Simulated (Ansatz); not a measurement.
## Sensitivity of the G0W0 gap of MoS2 (P6_3/mmc)

A base run on MoS2 (P6_3/mmc), then changed inputs.

Main program and level: Ansatz 0.2.0; G0W0 on PBE, plane waves, PAW.

The database entry behind the starting cell differs from later determinations by our own check (about 0.3 % long), so it need not match the best structure at ambient conditions.

## 1. Starting point

It takes space group P6_3/mmc (No. 194, hexagonal). Conventional cell: a = 3.169 Å, b = 3.169 Å, c = 12.324 Å, α = 90.00°, β = 90.00°, γ = 120.00°. Mo has 6 S at 2.41 Å nearest. Nearest to S lie 3 Mo at 2.41 Å. Farther neighbours and most contacts between anions are not listed.

As a file:

```cif
data_structure
_symmetry_space_group_name_H-M 'P6_3/mmc'
_symmetry_Int_Tables_number 194
_cell_length_a 3.1690
_cell_length_b 3.1690
_cell_length_c 12.3240
_cell_angle_alpha 90.000
_cell_angle_beta 90.000
_cell_angle_gamma 120.000
_cell_volume 107.18
loop_
_atom_site_label
_atom_site_type_symbol
_atom_site_symmetry_multiplicity
_atom_site_Wyckoff_symbol
_atom_site_fract_x
_atom_site_fract_y
_atom_site_fract_z
_atom_site_occupancy
Mo1 Mo 2 c 0.33333 0.66667 0.25000 1
S1 S 4 f 0.33333 0.66667 0.62300 1
```

The cell and positions come from the Crystallography Open Database and are kept as given unless a step says otherwise. The default PAW set here is soft_2. Its files were made with PBE.

## 2. The base run: 6×6×2 mesh, 243 empty bands, screening to 100 eV

G0W0 replaces the xc potential by the self-energy, built once from these orbitals. Only a window of levels is corrected, while the sums run over the empty bands that the input names.

The input, input.yaml:

```yaml
crystal:
  lattice:
    - [3.169, 0.0, 0.0]
    - [-1.5845, 2.7444345046, 0.0]
    - [0.0, 0.0, 12.324]
  atoms:
    - { symbol: Mo, position: [0.3333333333, 0.6666666667, 0.25] }
    - { symbol: Mo, position: [0.6666666667, 0.3333333333, 0.75] }
    - { symbol: S, position: [0.3333333333, 0.6666666667, 0.623] }
    - { symbol: S, position: [0.6666666667, 0.3333333333, 0.123] }
    - { symbol: S, position: [0.3333333333, 0.6666666667, 0.877] }
    - { symbol: S, position: [0.6666666667, 0.3333333333, 0.377] }
kpoints:
  mp_grid: { grid: [6, 6, 2] }
hamiltonian:
  xc: pbe
scf:
  occupations: { method: fixed }
gw:
  n_empty_bands: 243
  ecut_chi: 100.0
  qp_bands: [v2, c2]
  qp_kpoints: band_edges
  screening: { model: contour_deformation }
```

Command:

```sh
ansatz run input.yaml --threads 3 --pin off --max-ram 64512MiB --backend cuda --events-out ev --progress --plain --runs-dir out --devices 1 --max-vram 24GiB  # rebuilt from the run's record
```

Numbers of over 12 decimals in the logs are rounded to 6 here.

Output:

```text
GPUs: using 1 of 1 available (devices: 1).
Engine: ansatz 0.2.0, x86_64-unknown-linux-gnu
Pseudopotentials: kind: paw
Pseudopotential: Mo, paw, valence charge 14, recommended cutoff 420 eV (normal), Mo.paw.azcp
Pseudopotential: S, paw, valence charge 6, recommended cutoff 420 eV (normal), S.paw.azcp
Functional definition: PBE
  parameter kappa = 0.804
  parameter beta = 0.066725
  exchange = pbe_x(kappa = kappa, mu = beta*pi^2/3)
  correlation = pbe_c(beta = beta)
device memory: the entry about to start is reckoned to put 1.1 GiB on a device that reports 72.6 GiB free (of which the cap on the GPU budget leaves the run 24.0 GiB)
GPU FFT provider: cuFFT
GPU libraries: cuBLAS 13.8.1, cuFFT 12.4.0, cuSOLVER 12.3.2
Crystal: 6 atoms, lattice volume = 107.183 Å³
Basis set: ecut = 420 eV, 2081 PW (Γ)
Bands: 32, of which v1, the nominal top of the filled ones, is band 26 counted from 1 (25 counted from 0)
Symmetry: 24 space group operations
Space group: P63/mmc (ITA 194), of the structure as read, at distance tolerance 4.8e-5 Å
k-points: 14 of 72
Non-local potential: Mo, projectors of the file, l = 0: 3, l = 1: 2, l = 2: 2, l = 3: 1
Non-local potential: S, projectors of the file, l = 0: 2, l = 1: 2, l = 2: 2
PAW form: soft (Blöchl's): semilocal exchange-correlation on the pseudo side does not see the compensation charge
PAW one-centre angular grid: Mo, 590 points (default); XC on 64 Gauss nodes
PAW one-centre angular grid: S, 110 points (default); XC on 64 Gauss nodes
Initial density: superposition of atomic densities (neutral atoms: chi_scale 0, normalization atom), corrected by the library's trained network
Initial wavefunctions: pseudopotential atomic-orbital guess
GPU buffer pool allocated for 51840 grid points (all kernels)
GPU transforms: local potential and band sums: pruned to the plane-wave sphere, on 24×24×90
Functional: x = pbe(κ = 0.804, μ = 0.219515), c = pbe(β = 0.066725)
SCF iter   1: F=—  HF=-13525.526697 eV  |F-HF|=—  |Δ(HF+E_count)|=         —  Δρ=5.46e-3  dr2=7.41e-3  ethr=1.77e-3  ⟨swp⟩=5.0  Hψ=1664  notcnv=0  defer=42
preconditioner: auto → Resta (q_TF=auto, 2.418 Å⁻¹)  ε∞=8.7  [insulator: Δε(μ)=0.887 eV  Ē_g=7.751 eV  n_scr=26 (ndim 8)  ℏωp=21.5 eV  f_vac=0.016  ε∞_Penn≈8.7]
SCF iter   2: F=—  HF=-13525.535933 eV  |F-HF|=—  |Δ(HF+E_count)|=   9.24e-3  Δρ=3.13e-3  dr2=2.37e-3  ethr=1.42e-5  ⟨swp⟩=2.0  Hψ=843  notcnv=0  defer=54
SCF iter   3: F=—  HF=-13525.540700 eV  |F-HF|=—  |Δ(HF+E_count)|=   4.77e-3  Δρ=4.94e-4  dr2=6.38e-4  ethr=4.55e-6  ⟨swp⟩=2.0  Hψ=698  notcnv=0  defer=54
SCF iter   4: F=—  HF=-13525.540635 eV  |F-HF|=—  |Δ(HF+E_count)|=   6.54e-5  Δρ=1.15e-4  dr2=1.09e-5  ethr=1.23e-6  ⟨swp⟩=2.1  Hψ=557  notcnv=0  defer=35
[...]
E_xc         = -757.133550
  E_vxc        = -810.200444  (∫ρ·V_xc dr)
  E_paw        = -8803.054294  (= ΣΔE_a)
  E_vpaw       = -306.678742  (= ΣTr[D̂ρ^β])
  E_aug_tail   = 0.000083  (compensation charges beyond the density's cutoff)
  E_ewald      = -3261.216446
  E_smearing   = -0.000000  (= −TS)
  E_closure    = 0.000000  (closes the sum)
  Σ components = -13525.540647   (vs F -13525.540647, Δ=0.00e0)
--- Band table (eV; the first three rows and the last of 14) ---
  k-point 0: bands = [... 22 lower, 8.7669, 9.7117, 9.7496, 10.8968, 12.9944, 12.9944, 13.0224, 13.0224, ... 2 higher]
  k-point 1: bands = [... 22 lower, 8.7436, 8.7436, 10.6302, 10.6302, 12.9998, 12.9998, 12.9998, 12.9998, ... 2 higher]
  k-point 2: bands = [... 22 lower, 8.8399, 9.7099, 9.7325, 10.1259, 12.3854, 12.7493, 12.7590, 12.9531, ... 2 higher]
  k-point 13: bands = [... 22 lower, 8.0256, 8.0256, 10.2018, 10.2018, 11.9456, 11.9456, 13.1987, 13.1987, ... 2 higher]
--- G₀W₀: contour deformation, 7 samples at zero and on the imaginary axis and 1 off it, 72 q-points, 243 empty bands' worth ---
  eigenvalues of the whole cell's RPA ε∞ on this k-mesh (on a slab, of 1 + 4πα/V) = 6.2490, 15.2562, 15.2562; static W/v taken at q = 0 is 0.068314
  bands read: the sum over 269 bands ends inside a degenerate multiplet in 7 slots, whose members it reads at an even weight; the widest, k=1: bands 269 to 270 (counted from 1) at 1/2 each
  gw.qp_kpoints: band_edges: 12 of 14 stored k-points solved, in 1 pass; an edge of the gap read off the rows below is read off those points alone
    valence top: of the k-points left out ik 7 came nearest to being solved in a further pass, in band 25 (counted from 1, as in the quasiparticle table): it holds the edge there only if its correction is more favourable than any solved in that band by at least 1.295 eV; those differ by 0.385 eV
    conduction bottom: of the k-points left out ik 5 came nearest to being solved in a further pass, in band 27 (counted from 1, as in the quasiparticle table): it holds the edge there only if its correction is more favourable than any solved in that band by at least 0.675 eV; those differ by 0.261 eV
    ik  band        ε_KS         Σx   Σc(E_QP)       V_xc       Z   E_QP_lin       E_QP  E_QP is
     0    25      9.7496   -18.6978     1.1475   -17.5874  0.7316     9.7866     9.7867  root
     0    26     10.8968   -19.7402     0.6610   -19.1818  0.7392    10.9992    10.9994  root
     0    27     12.9944   -13.7864    -4.2040   -18.5169  0.7404    13.5267    13.5209  root
     0    28     12.9944   -13.7864    -4.2040   -18.5169  0.7404    13.5267    13.5209  root
     1    25     10.6302   -19.4298     0.9234   -18.5535  0.7406    10.6773    10.6773  root
     1    26     10.6302   -19.4298     0.9234   -18.5535  0.7406    10.6773    10.6773  root
     1    27     12.9998   -13.7331    -4.1993   -18.4521  0.7402    13.5253    13.5195  root
     1    28     12.9998   -13.7331    -4.1993   -18.4521  0.7402    13.5253    13.5195  root
[...]
13    25     10.2018   -19.2682     0.5936   -18.8105  0.7397    10.3374    10.3377  root
    13    26     10.2018   -19.2682     0.5936   -18.8105  0.7397    10.3374    10.3377  root
    13    27     11.9456   -16.1207    -3.8432   -20.5422  0.7348    12.5297    12.5239  root
    13    28     11.9456   -16.1207    -3.8432   -20.5422  0.7348    12.5297    12.5239  root
[key lines of the parts left out:]
SCF converged after 7 iterations
Free energy (F): -13525.540647 eV
Fermi energy:    10.896774 eV
```

Elapsed: 12 s, on 1 × NVIDIA H100 80GB HBM3 (shared by 3 runs) with 3 threads of AMD EPYC 7R13 (Zen 3), shared host; peak memory 1.4 GiB; 17 s of CPU time.

This step gave:

```
bands summed                                 : 269
RPA ε∞ on this mesh (eigenvalues)            : 6.249, 15.26, 15.26
plane waves in the screening matrix          : 255
q-points in the mesh                         : 72
G0W0 gap on the mesh                         : 1.207 eV
k of the valence top                         : 0, 0, 0
k of the conduction bottom                   : 0.1667, 0.1667, 0
starting gap on the mesh                     : 0.8857 eV
Z at the valence top                         : 0.7392
Z at the conduction bottom                   : 0.7492
least direct G0W0 gap on the computed points : 2.079 eV
```

The gap on the mesh goes from 0.89 eV to 1.21 eV, a correction of +0.32 eV. Between the two edge states, bare exchange in place of the xc potential would open the gap by 4.75 eV, and correlation takes back 4.43 eV.

## 3. Variant: no symmetry

Edit input.yaml of step 2 so:

```diff
@@ -12,2 +12,3 @@
     - { symbol: S, position: [0.6666666667, 0.3333333333, 0.377] }
+  symmetry: { detect: false }
 kpoints:
@@ -19,4 +20,4 @@
 gw:
-  n_empty_bands: 243
-  ecut_chi: 100.0
+  n_empty_bands: 113
+  ecut_chi: 60
   qp_bands: [v2, c2]
```

Output:

```text
GPUs: using 1 of 1 available (devices: 1).
[...]
GPU FFT provider: cuFFT
GPU libraries: cuBLAS 13.8.1, cuFFT 12.4.0, cuSOLVER 12.3.2
Crystal: 6 atoms, lattice volume = 107.183 Å³
Basis set: ecut = 420 eV, 2081 PW (Γ)
Bands: 32, of which v1, the nominal top of the filled ones, is band 26 counted from 1 (25 counted from 0)
Symmetry: 1 space group operations
k-points: 40 of 72 (time reversal used)
[...]
GPU buffer pool allocated for 51840 grid points (all kernels)
[...]
SCF iter   1: F=—  HF=-13525.526795 eV  |F-HF|=—  |Δ(HF+E_count)|=         —  Δρ=5.46e-3  dr2=7.37e-3  ethr=1.77e-3  ⟨swp⟩=5.0  Hψ=4744  notcnv=0  defer=127
[...]
SCF iter   6: F=-13525.540647 eV  HF=-13525.540647 eV  |F-HF|=1.41e-8  |Δ(HF+E_count)|=   1.94e-6  Δρ=8.40e-6  dr2=9.55e-8  ethr=1.92e-10  ⟨swp⟩=6.0  Hψ=5214  notcnv=0
SCF 1 converged in 6 iterations: F = -13525.540647 eV  dr2 = 9.55e-8
[...]
NSCF: frozen V_eff on 40 k-points, pencils in batches of 32, up to order 128
[...]
NSCF: frozen V_eff on 40 k-points
G₀W₀ screening: q 1/40
[... further progress lines ...]
SCF converged after 6 iterations
Free energy (F): -13525.540647 eV
[...]
Internal energy: -13525.540647 eV  (E = F + TS)
E sigma→0 (E₀):  -13525.540647 eV
Fermi energy:    10.896770 eV
[...]
--- Band table (eV; the first three rows and the last of 40) ---
  k-point 0: bands = [... 22 lower, 8.7669, 9.7117, 9.7496, 10.8968, 12.9944, 12.9944, 13.0224, 13.0224, ... 2 higher]
  k-point 1: bands = [... 22 lower, 8.7435, 8.7435, 10.6302, 10.6302, 12.9998, 12.9998, 12.9998, 12.9998, ... 2 higher]
  k-point 2: bands = [... 22 lower, 8.8399, 9.7099, 9.7325, 10.1259, 12.3854, 12.7493, 12.7590, 12.9531, ... 2 higher]
  k-point 39: bands = [... 22 lower, 9.2659, 9.2659, 9.5680, 9.5680, 12.5162, 12.5162, 13.0334, 13.0334, ... 2 higher]
[...]
0    25      9.7496   -18.6978     1.4229   -17.5874  0.7367    10.0604    10.0621  root
     0    26     10.8968   -19.7403     0.9924   -19.1818  0.7455    11.3291    11.3308  root
     0    27     12.9944   -13.7864    -3.8942   -18.5169  0.7459    13.8469    13.8307  root
     0    28     12.9944   -13.7864    -3.8942   -18.5169  0.7459    13.8469    13.8307  root
     1    25     10.6302   -19.4298     1.2453   -18.5535  0.7465    10.9977    10.9992  root
     1    26     10.6302   -19.4298     1.2453   -18.5535  0.7465    10.9977    10.9992  root
     1    27     12.9998   -13.7331    -3.8897   -18.4521  0.7457    13.8451    13.8292  root
     1    28     12.9998   -13.7331    -3.8897   -18.4521  0.7457    13.8451    13.8292  root
[...]
38    25      9.4972   -17.6852     1.7333   -16.0756  0.7507     9.6207     9.6209  root
    38    26      9.6219   -18.3905     1.6273   -16.9859  0.7469     9.8438     9.8446  root
    38    27     12.4958   -16.6414    -4.2708   -21.9163  0.7289    13.5271    13.4998  root
    38    28     12.5414   -16.6097    -4.2985   -21.9081  0.7280    13.5693    13.5414  root
```

Run time: 23 s. Hardware: 1 × NVIDIA H100 80GB HBM3 (shared by 3 runs) with 3 threads; peak memory 1.4 GiB.

The G0W0 gap on the mesh is 1.151 eV.

Against the base:

| setting | base | variant |
| --- | --- | --- |
| empty bands | 243 | 113 |
| screening cutoff (eV) | 100.0 | 60 |
| symmetry detection | - | false |

| quantity | variant | base |
| --- | --- | --- |
| starting gap on the mesh | 0.886 | 0.886 |
| G0W0 gap on the mesh | 1.151 | 1.207 |
| least direct G0W0 gap on the computed points | 2.093 | 2.079 |
| Z at the valence top | 0.745 | 0.739 |
| Z at the conduction bottom | 0.754 | 0.749 |

## 4. Outcome

```json
{
  "base": "1.21 eV, 12 s",
  "no symmetry": "1.15 eV, 23 s"
}
```

No symmetry: the gap moves by −0.06 eV. The variant differs from the base in empty bands, screening cutoff and symmetry detection together, so the change can't be laid to one of them. Symmetry itself changes the cost, not the physics. All runs here use a coarse mesh and modest cutoffs; they test settings and are not final values. The 6×6×2 mesh is coarse for this cell (its supercell is 19 Å along the shortest edge). The RPA ε∞ on it, from the PBE start, is 6.25 and 15.26; such meshes misread the long-range screening, most where the gap is narrow. The many-body steps are scalar-relativistic: spin-orbit coupling is not in them.

[Paths, hosts, dates, memory and timing lines, banners, echoed tables and standing remarks are left out of the program output.]

[Logs are printed without paths, hosts, clocks, repeated set-up lines and the standing remarks that a program may print on its own settings, such as how far it seeks lower states.]

[Runs of the session that timed out or met a known fault of the program may be left out.]

[Cells called generated may have been cut or substituted from an entry of the Crystallography Open Database or the Materials Project.]

[Hosts, paths, dates, database ids (printed as entryN), source tags and the programs' standing remarks are cut or masked in the printed files.]
